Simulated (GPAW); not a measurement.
# zigzag Ti chain, bond 3.025 A: cost and accuracy of the plane-wave cutoff

Aim: see how far moments and order energies of zigzag Ti chain, bond 3.025 A move with the plane-wave cutoff, and what each rung costs.

Method: PBE; plane waves with GPAW's PAW setups, scalar-relativistic, in GPAW 26.7.0.

## Step 1: The structure

The cell holds 2 atoms: 2 Ti. Its edges and angles: a = 12.000 Å, b = 12.000 Å, c = 3.630 Å, α = 90.0°, β = 90.0°, γ = 90.0°. model lattice. Vacuum lies along a and b. The structure's axis is c.

## Step 2: Rung 1 (250 eV), start ferro ++

The ladder starts at a low cutoff and climbs, to see from where on the results stand still.

The input, order1.py:

```python
import json
import numpy as np
from ase import Atoms
from ase.parallel import paropen, parprint
from gpaw import GPAW

atoms = Atoms(['Ti', 'Ti'],
    cell=[[12.0, 0.0, 0.0],
         [0.0, 12.0, 0.0],
         [0.0, 0.0, 3.63]],
    scaled_positions=[[0.39916667, 0.5, 0.0],
         [0.60083333, 0.5, 0.5]],
    pbc=True,
    magmoms=[1.0, 1.0])
atoms.calc = GPAW(mode={'name': 'pw', 'ecut': 250},
    xc='PBE',
    kpts={'size': (1, 1, 8), 'gamma': True},
    occupations={'name': 'fermi-dirac', 'width': 0.15},
    convergence={'density': 0.0001, 'energy': 1e-05},
    maxiter=200,
    txt='order1.txt')
e = atoms.get_potential_energy(force_consistent=True)
res = {'free_energy': e, 'energy_sigma0': atoms.get_potential_energy(), 'fermi_energy': atoms.calc.get_fermi_level()}
res['moments'] = atoms.get_magnetic_moments().tolist()
res['total'] = atoms.get_magnetic_moment()
parprint('site moments (muB):', np.round(res['moments'], 3))
parprint(f"total moment: {res['total']:.3f} muB")
parprint(f'free energy: {e:.6f} eV')
atoms.calc.write('order1.gpw')
with paropen('results.json', 'w') as f:
    json.dump(res, f)
```

On the command line:

```console
$ OMP_NUM_THREADS=1 python3 order1.py > order1.log
```

Output:

```text
site moments (muB): [1.502 1.502]
total moment: 5.112 muB
free energy: -6.126570 eV

--- order1.txt ---
Input parameters:
  mode=PW(ecut=250),
  convergence={'density': 0.0001, 'energy': 1e-05},
  kpts=MonkhorstPack(size=(1, 1, 8), gamma=True),
  maxiter=200,
  occupations=Occupations(name='fermi-dirac', width=0.15),
  xc=XC(name='PBE')

Diagonalizing LCAO Hamiltonian
Converting LCAO to pw mode
        .----------------------------.
       /|                            |
      / |                            |
     /  |                            |
    /   .----------------------------.
   /   /              Ti            /
  /   /                            /
 *   /                            /
 |  /           Ti               /
 | /                            /
 |/                            /
 *----------------------------*

Atoms  # Å, Bohr magnetons
|   | symbol |        x |        y |        z |    initial magnetic moments |
|---|--------|----------|----------|----------|-----------------------------|
| 0 |     Ti | 4.790000 | 6.000000 | 0.000000 | ( 0.0000,  0.0000,  1.0000) |
| 1 |     Ti | 7.210000 | 6.000000 | 1.815000 | ( 0.0000,  0.0000,  1.0000) |

Unit cell  # Å
| periodic |         x |         y |        z |   lengths |    angles |
|----------|-----------|-----------|----------|-----------|-----------|
|      yes | 12.000000 |  0.000000 | 0.000000 | 12.000000 | 90.000000 |
|      yes |  0.000000 | 12.000000 | 0.000000 | 12.000000 | 90.000000 |
|      yes |  0.000000 |  0.000000 | 3.630000 |  3.630000 | 90.000000 |

Number of symmetries: 4

BZ-sampling:
  Number of BZ points: 8
  Number of IBZ points: 5

  Monkhorst-Pack size: [1, 1, 8]
  Monkhorst-Pack shift: [0.0, 0.0, 0.0625]

Plane wave coefficients: 4729
Cutoff: 250.0 eV

Spin-components: 2 (collinear spins)
Bands:           20
Projectors:      12
Spin-degeneracy: 1
Datatype:        complex128

Parallelization:
  kpt:    1
  domain: 1
  band:   1

Density:
  Valence electrons: 24.0
  Components: 2
  Grid points: [45 45 14]
  Charge: 0.0  # |e|

Potential:
  Grid points: [45 45 14]

[... setups left out ...]
Reference energy: -46448.028563  # eV

eigensolver:
  PPCG
  Converge bands: occupied
  niter=2

density mixing:
  MSR1-Mixer
  Pratt-step length: 0.05
  Maximum mixing coefficient: 0.75
  Old densities: 10
  SVD Regularization: 0.005
  Good broyden scale: 1.0
  Trust region scale: 1.0
  Backstep threshold: 4.0
  History deletion threshold: 6.0
  Fourier metric: weight=20.0, sigma=0.015

occupation numbers:
  Fermi-Dirac:
    width: 0.1500  # eV

poisson solver:
  ecut: 2000.0  # eV

xc functional:
  name: PBE with 2 nearest neighbor stencil

convergence criteria:
- Maximum integral of absolute [dens]ity change: 0.0001 electrons / valence electron
- Maximum [total energy] change in last 3 cyles: 1e-05 eV / valence electron
- Maximum integral of absolute [eigenst]ate change: 4e-08 eV^2 / valence electron
maximum number of iterations: 200

SCF iterations
|iter     |      energy | eigst |  dens |  magmom |
|---------|-------------|-------|-------|---------|
|iter:   1|       0s |   -6.635042 | -0.55 |       |  +2.0083|
|iter:   2|       1s |   -6.311422 | -1.86 | -0.90 |  +2.0165|
|iter:   3|       2s |   -5.554455 | -0.90 | -0.95 |  +2.2002|
|iter:   4|       4s |   -5.566582 | -1.91 | -1.17 |  +2.4477|
|iter:   5|       5s |   -5.668601 | -2.69 | -1.30 |  +2.9743|
|iter:   6|       6s |   -5.778645 | -2.30 | -1.34 |  +3.6917|
|iter:   7|       8s |   -5.840146 | -2.60 | -1.45 |  +4.4426|
|iter:   8|       9s |   -5.853802 | -3.04 | -1.78 |  +4.6256|
|iter:   9|      10s |   -5.875920 | -3.12 | -1.95 |  +5.0633|
|iter:  10|      12s |   -5.871203 | -3.48 | -1.67 |  +5.0323|
|iter:  11|      13s |   -5.871245 | -4.14 | -2.09 |  +5.0083|
|iter:  12|      14s |   -5.873445 | -4.52 | -2.60 |  +5.1063|
|iter:  13|      16s |   -5.873633 | -5.05 | -2.80 |  +5.1064|
|iter:  14|      17s |   -5.873541c| -5.64 | -3.45 |  +5.1009|
|iter:  15|      18s |   -5.873770c| -6.10 | -3.49 |  +5.1135|
|iter:  16|      20s |   -5.873739c| -6.75 | -3.98 |  +5.1122|
|iter:  17|      21s |   -5.873725c| -7.10 | -4.26c|  +5.1118|
|iter:  18|      22s |   -5.873729c| -7.34 | -4.49c|  +5.1121|
|iter:  19|      23s |   -5.873732c| -7.64c| -4.89c|  +5.1122|

Converged in 19 steps
Energy contributions relative to reference atoms: (reference = -46448.028563)

Energy contributions:
  Kinetic:         -24.214157
  Coulomb:          23.032231
  Zero:              2.194830
  External:          0.000000
  Xc:               -6.633799
  Entropy:          -0.505675
  Spinorbit:         0.000000
  ----------------------------
  Free energy:      -6.126570
  Extrapolated:     -5.873732

dipole moment: (-0.000009, 0.000001, -11.520238)  # |e|*Ang

Total magnetic moment: (0.000000, 0.000000, 5.112216)

Local magnetic moments
|        x |        y |        z |
|----------|----------|----------|
| 0.000000 | 0.000000 | 1.502210 |  # Ti   0
| 0.000000 | 0.000000 | 1.502210 |  # Ti   1

Fermi level: -2.400
Eigenvalues  # (at kpt = [0.000, 0.000, 0.000])
| band index |      eig [eV] | occ [0-1] |      eig [eV] | occ [0-1] |
|------------|---------------|-----------|---------------|-----------|
|          0 |       -60.367 |     1.000 |       -58.696 |     1.000 |
|        ... |               |           |               |           |
|          4 |       -36.707 |     1.000 |       -34.941 |     1.000 |
|          5 |       -36.569 |     1.000 |       -34.941 |     1.000 |
|          6 |       -36.566 |     1.000 |       -34.918 |     1.000 |
|          7 |       -36.500 |     1.000 |       -34.903 |     1.000 |
|          8 |        -5.715 |     1.000 |        -4.638 |     1.000 |
|          9 |        -3.983 |     1.000 |        -3.064 |     0.988 |
|         10 |        -3.134 |     0.993 |        -1.626 |     0.006 |
|         11 |        -2.953 |     0.976 |        -1.582 |     0.004 |
|         12 |        -2.840 |     0.950 |        -1.276 |     0.001 |
|         13 |        -2.686 |     0.871 |        -1.046 |     0.000 |
|         14 |        -2.244 |     0.261 |        -0.933 |     0.000 |
|         15 |        -2.225 |     0.238 |        -0.787 |     0.000 |
|         16 |        -2.083 |     0.108 |        -0.748 |     0.000 |
|         17 |        -1.978 |     0.057 |        -0.486 |     0.000 |
|         18 |        -1.683 |     0.008 |        -0.474 |     0.000 |
|         19 |        -1.340 |     0.001 |        -0.082 |     0.000 |

No gap
No difference between direct/indirect transitions
```

The job ended after 26 s (1 MPI rank of Arm Neoverse V2, shared host; peak memory 0.21 GiB).

This step gave:

- magnetization: 5.112 μB
- final state: ferromagnetic
- largest moment: 1.502 μB

After 19 cycles the largest moment stands at 1.50 μB.

## Step 3: Rung 1 (250 eV), start antiferro +-

The second start gives the energy difference between the two end states, the quantity that is followed up the ladder.

order2.py is the script of step 2 with these lines changed:

```diff
@@ -13,3 +13,3 @@
     pbc=True,
-    magmoms=[1.0, 1.0])
+    magmoms=[1.0, -1.0])
 atoms.calc = GPAW(mode={'name': 'pw', 'ecut': 250},
@@ -20,3 +20,3 @@
     maxiter=200,
-    txt='order1.txt')
+    txt='order2.txt')
 e = atoms.get_potential_energy(force_consistent=True)
@@ -28,3 +28,3 @@
 parprint(f'free energy: {e:.6f} eV')
-atoms.calc.write('order1.gpw')
+atoms.calc.write('order2.gpw')
 with paropen('results.json', 'w') as f:
```

On the command line:

```console
$ OMP_NUM_THREADS=1 python3 order2.py > order2.log
```

Output:

```text
site moments (muB): [ 1.309 -1.309]
total moment: 0.000 muB
free energy: -6.025902 eV

--- order2.txt ---
Input parameters:
  mode=PW(ecut=250),
  convergence={'density': 0.0001, 'energy': 1e-05},
  kpts=MonkhorstPack(size=(1, 1, 8), gamma=True),
  maxiter=200,
  occupations=Occupations(name='fermi-dirac', width=0.15),
  xc=XC(name='PBE')

Diagonalizing LCAO Hamiltonian
Converting LCAO to pw mode
        .----------------------------.
       /|                            |
      / |                            |
     /  |                            |
    /   .----------------------------.
   /   /              Ti            /
  /   /                            /
 *   /                            /
 |  /           Ti               /
 | /                            /
 |/                            /
 *----------------------------*

Atoms  # Å, Bohr magnetons
|   | symbol |        x |        y |        z |    initial magnetic moments |
|---|--------|----------|----------|----------|-----------------------------|
| 0 |     Ti | 4.790000 | 6.000000 | 0.000000 | ( 0.0000,  0.0000,  1.0000) |
| 1 |     Ti | 7.210000 | 6.000000 | 1.815000 | ( 0.0000,  0.0000, -1.0000) |

Number of symmetries: 4

BZ-sampling:
  Number of BZ points: 8
  Number of IBZ points: 5

  Monkhorst-Pack size: [1, 1, 8]
  Monkhorst-Pack shift: [0.0, 0.0, 0.0625]

Plane wave coefficients: 4729
Cutoff: 250.0 eV

Spin-components: 2 (collinear spins)
Bands:           19
Projectors:      12
Spin-degeneracy: 1
Datatype:        complex128

Parallelization:
  kpt:    1
  domain: 1
  band:   1

Density:
  Valence electrons: 24.0
  Components: 2
[...]
|iter:  18|      20s |   -5.727139 | -6.00 | -3.91 |  +0.0003|
|iter:  19|      21s |   -5.727058 | -6.64 | -4.21c|  +0.0002|
|iter:  20|      22s |   -5.727068c| -7.23 | -4.56c|  +0.0001|
|iter:  21|      23s |   -5.727052c| -7.53c| -4.76c|  +0.0001|

Converged in 21 steps
Energy contributions relative to reference atoms: (reference = -46448.028563)

Energy contributions:
  Kinetic:         -25.143625
  Coulomb:          23.835088
  Zero:              2.195321
  External:          0.000000
  Xc:               -6.314985
  Entropy:          -0.597701
  Spinorbit:         0.000000
  ----------------------------
  Free energy:      -6.025902
  Extrapolated:     -5.727052

dipole moment: (0.000006, 0.000001, -11.521472)  # |e|*Ang

Total magnetic moment: (0.000000, 0.000000, 0.000052)

Local magnetic moments
|        x |        y |         z |
|----------|----------|-----------|
| 0.000000 | 0.000000 |  1.308802 |  # Ti   0
| 0.000000 | 0.000000 | -1.308768 |  # Ti   1

Fermi level: -2.375
Eigenvalues  # (at kpt = [0.000, 0.000, 0.000])
| band index |      eig [eV] | occ [0-1] |      eig [eV] | occ [0-1] |
|------------|---------------|-----------|---------------|-----------|
|          0 |       -60.134 |     1.000 |       -60.134 |     1.000 |
|        ... |               |           |               |           |
|          4 |       -36.326 |     1.000 |       -36.326 |     1.000 |
|          5 |       -35.095 |     1.000 |       -35.095 |     1.000 |
|          6 |       -34.936 |     1.000 |       -34.935 |     1.000 |
|          7 |       -34.849 |     1.000 |       -34.849 |     1.000 |
[...]
|         15 |        -1.629 |     0.007 |        -1.629 |     0.007 |
|         16 |        -1.152 |     0.000 |        -1.152 |     0.000 |
|         17 |        -0.977 |     0.000 |        -0.977 |     0.000 |
|         18 |        -0.557 |     0.000 |        -0.557 |     0.000 |

No gap
No difference between direct/indirect transitions
```

It took 26 s on 1 MPI rank; peak memory 0.21 GiB.

This step gave:

* magnetization: 0 μB
* final state: antiferromagnetic
* largest moment: 1.309 μB

This start lies +50.3 meV a seeded atom from the first; its largest moment is 1.31 μB.

## Step 4: Rung 2 (325 eV), start ferro ++

order1.py is the script of step 2 with these lines changed:

```diff
@@ -14,3 +14,3 @@
     magmoms=[1.0, 1.0])
-atoms.calc = GPAW(mode={'name': 'pw', 'ecut': 250},
+atoms.calc = GPAW(mode={'name': 'pw', 'ecut': 325},
     xc='PBE',
```

On the command line:

```console
$ OMP_NUM_THREADS=1 python3 order1.py > order1.log
```

Output:

```text
site moments (muB): [1.508 1.508]
total moment: 5.126 muB
free energy: -6.495273 eV

--- order1.txt ---
Input parameters:
  mode=PW(ecut=325),
  convergence={'density': 0.0001, 'energy': 1e-05},
  kpts=MonkhorstPack(size=(1, 1, 8), gamma=True),
  maxiter=200,
  occupations=Occupations(name='fermi-dirac', width=0.15),
  xc=XC(name='PBE')

Diagonalizing LCAO Hamiltonian
Converting LCAO to pw mode
[...]
|          6 |       -36.582 |     1.000 |       -34.921 |     1.000 |
|          7 |       -36.516 |     1.000 |       -34.907 |     1.000 |
[...]
|         16 |        -2.087 |     0.111 |        -0.746 |     0.000 |
|         17 |        -1.977 |     0.057 |        -0.489 |     0.000 |
|         18 |        -1.687 |     0.009 |        -0.475 |     0.000 |
|         19 |        -1.346 |     0.001 |        -0.086 |     0.000 |

No gap
No difference between direct/indirect transitions


[key lines of the parts left out:]
Free energy:      -6.495273
Converged in 19 steps
dipole moment: (0.000032, 0.000001, -11.484036)  # |e|*Ang
Fermi level: -2.398
```

Wall time 34 s (1 MPI rank); peak memory 0.26 GiB.

Read from the output:

```
magnetization  : 5.126 μB
final state    : ferromagnetic
largest moment : 1.508 μB
```

The largest moment moves by +0.01 μB from rung 1, at 1.3 times its CPU time.

## Step 5: Rung 2 (325 eV), start antiferro +-

order2.py is the script of step 3 with these lines changed:

```diff
@@ -14,3 +14,3 @@
     magmoms=[1.0, -1.0])
-atoms.calc = GPAW(mode={'name': 'pw', 'ecut': 250},
+atoms.calc = GPAW(mode={'name': 'pw', 'ecut': 325},
     xc='PBE',
```

On the command line:

```console
$ OMP_NUM_THREADS=1 python3 order2.py > order2.log
```

Output:

```text
site moments (muB): [ 1.315 -1.315]
total moment: -0.000 muB
free energy: -6.395947 eV

--- order2.txt ---
Input parameters:
  mode=PW(ecut=325),
  convergence={'density': 0.0001, 'energy': 1e-05},
  kpts=MonkhorstPack(size=(1, 1, 8), gamma=True),
  maxiter=200,
  occupations=Occupations(name='fermi-dirac', width=0.15),
  xc=XC(name='PBE')

Diagonalizing LCAO Hamiltonian
Converting LCAO to pw mode
[...]
|          5 |       -35.096 |     1.000 |       -35.096 |     1.000 |
|          6 |       -34.937 |     1.000 |       -34.937 |     1.000 |
[...]
|         15 |        -1.626 |     0.007 |        -1.626 |     0.007 |
|         16 |        -1.150 |     0.000 |        -1.150 |     0.000 |
|         17 |        -0.976 |     0.000 |        -0.976 |     0.000 |
|         18 |        -0.555 |     0.000 |        -0.555 |     0.000 |

No gap
No difference between direct/indirect transitions


[key lines of the parts left out:]
Free energy:      -6.395947
Converged in 20 steps
dipole moment: (0.000002, 0.000001, -11.485108)  # |e|*Ang
Fermi level: -2.373
```

Elapsed: 35 s, on 1 MPI rank; peak memory 0.25 GiB.

Read from the output:

```yaml
magnetization: 0 μB
final_state: antiferromagnetic
largest_moment: 1.315 μB
```

This start lies +49.7 meV a seeded atom from the first, a change of -0.7 meV since rung 1; its largest moment is 1.32 μB.

## Step 6: Rung 3 (400 eV), start ferro ++

order1.py is the script of step 4 with these lines changed:

```diff
@@ -14,3 +14,3 @@
     magmoms=[1.0, 1.0])
-atoms.calc = GPAW(mode={'name': 'pw', 'ecut': 325},
+atoms.calc = GPAW(mode={'name': 'pw', 'ecut': 400},
     xc='PBE',
```

On the command line:

```console
$ OMP_NUM_THREADS=1 python3 order1.py > order1.log
```

Output:

```text
site moments (muB): [1.52 1.52]
total moment: 5.145 muB
free energy: -6.794532 eV

--- order1.txt ---
Input parameters:
  mode=PW(ecut=400),
  convergence={'density': 0.0001, 'energy': 1e-05},
  kpts=MonkhorstPack(size=(1, 1, 8), gamma=True),
  maxiter=200,
  occupations=Occupations(name='fermi-dirac', width=0.15),
  xc=XC(name='PBE')

Diagonalizing LCAO Hamiltonian
Converting LCAO to pw mode
[...]
|          6 |       -36.569 |     1.000 |       -34.899 |     1.000 |
|          7 |       -36.503 |     1.000 |       -34.884 |     1.000 |
[...]
|         16 |        -2.088 |     0.113 |        -0.741 |     0.000 |
|         17 |        -1.975 |     0.057 |        -0.482 |     0.000 |
|         18 |        -1.688 |     0.009 |        -0.468 |     0.000 |
|         19 |        -1.355 |     0.001 |        -0.080 |     0.000 |

No gap
No difference between direct/indirect transitions


[key lines of the parts left out:]
Free energy:      -6.794532
Converged in 20 steps
dipole moment: (0.000039, 0.000001, -11.450326)  # |e|*Ang
Fermi level: -2.396
```

It took 48 s on 1 MPI rank; peak memory 0.31 GiB.

Read from the output:

```
magnetization  : 5.145 μB
final state    : ferromagnetic
largest moment : 1.520 μB
```

The largest moment moves by +0.01 μB from rung 2, at 1.4 times its CPU time.

## Step 7: Rung 3 (400 eV), start antiferro +-

order2.py is the script of step 5 with these lines changed:

```diff
@@ -14,3 +14,3 @@
     magmoms=[1.0, -1.0])
-atoms.calc = GPAW(mode={'name': 'pw', 'ecut': 325},
+atoms.calc = GPAW(mode={'name': 'pw', 'ecut': 400},
     xc='PBE',
```

On the command line:

```console
$ OMP_NUM_THREADS=1 python3 order2.py > order2.log
```

Output:

```text
site moments (muB): [ 1.327 -1.327]
total moment: -0.000 muB
free energy: -6.694999 eV

--- order2.txt ---
Input parameters:
  mode=PW(ecut=400),
  convergence={'density': 0.0001, 'energy': 1e-05},
  kpts=MonkhorstPack(size=(1, 1, 8), gamma=True),
  maxiter=200,
  occupations=Occupations(name='fermi-dirac', width=0.15),
  xc=XC(name='PBE')

Diagonalizing LCAO Hamiltonian
Converting LCAO to pw mode
[...]
|          5 |       -35.072 |     1.000 |       -35.072 |     1.000 |
|          6 |       -34.913 |     1.000 |       -34.913 |     1.000 |
[...]
|         15 |        -1.621 |     0.007 |        -1.621 |     0.007 |
|         16 |        -1.143 |     0.000 |        -1.143 |     0.000 |
|         17 |        -0.968 |     0.000 |        -0.968 |     0.000 |
|         18 |        -0.275 |     0.000 |        -0.549 |     0.000 |

No gap
No difference between direct/indirect transitions


[key lines of the parts left out:]
Free energy:      -6.694999
Converged in 22 steps
dipole moment: (-0.000003, 0.000001, -11.451437)  # |e|*Ang
Fermi level: -2.369
```

Wall time 51 s (1 MPI rank); peak memory 0.31 GiB.

Read from the output:

* magnetization: 0 μB
* final state: antiferromagnetic
* largest moment: 1.327 μB

This start lies +49.8 meV a seeded atom from the first, a change of +0.1 meV since rung 2; its largest moment is 1.33 μB.

## Step 8: Rung 4 (500 eV), start ferro ++

order1.py is the script of step 6 with these lines changed:

```diff
@@ -14,3 +14,3 @@
     magmoms=[1.0, 1.0])
-atoms.calc = GPAW(mode={'name': 'pw', 'ecut': 400},
+atoms.calc = GPAW(mode={'name': 'pw', 'ecut': 500},
     xc='PBE',
```

On the command line:

```console
$ OMP_NUM_THREADS=1 python3 order1.py > order1.log
```

Output:

```text
site moments (muB): [1.524 1.524]
total moment: 5.151 muB
free energy: -6.872153 eV

--- order1.txt ---
Input parameters:
  mode=PW(ecut=500),
  convergence={'density': 0.0001, 'energy': 1e-05},
  kpts=MonkhorstPack(size=(1, 1, 8), gamma=True),
  maxiter=200,
  occupations=Occupations(name='fermi-dirac', width=0.15),
  xc=XC(name='PBE')

Diagonalizing LCAO Hamiltonian
Converting LCAO to pw mode
[...]
|          6 |       -36.554 |     1.000 |       -34.879 |     1.000 |
|          7 |       -36.487 |     1.000 |       -34.864 |     1.000 |
[...]
|         16 |        -2.088 |     0.114 |        -0.739 |     0.000 |
|         17 |        -1.977 |     0.058 |        -0.478 |     0.000 |
|         18 |        -1.689 |     0.009 |        -0.464 |     0.000 |
|         19 |        -1.355 |     0.001 |        -0.077 |     0.000 |

No gap
No difference between direct/indirect transitions


[key lines of the parts left out:]
Free energy:      -6.872153
Converged in 20 steps
dipole moment: (0.000020, 0.000001, -11.441836)  # |e|*Ang
Fermi level: -2.395
```

Wall time 76 s (1 MPI rank); peak memory 0.39 GiB.

Numbers from this step:

```yaml
magnetization: 5.151 μB
final_state: ferromagnetic
largest_moment: 1.524 μB
```

The largest moment is that of rung 3, at 1.6 times its CPU time.

[end of part 1 of 2]

[Logs and program files are shortened in this print: banners, set-up blocks, solver, clock and traceback lines can be left out without a mark of their own.]

[Logs are printed without paths, hosts, clocks, repeated set-up lines and the standing remarks that a program may print on its own settings, such as how far it seeks lower states.]

[Hosts, paths, dates, database ids (printed as entryN), source tags and the programs' standing remarks are cut or masked in the printed files.]

[Where a cell is said to come from a database of computed structures, the database is the Materials Project.]
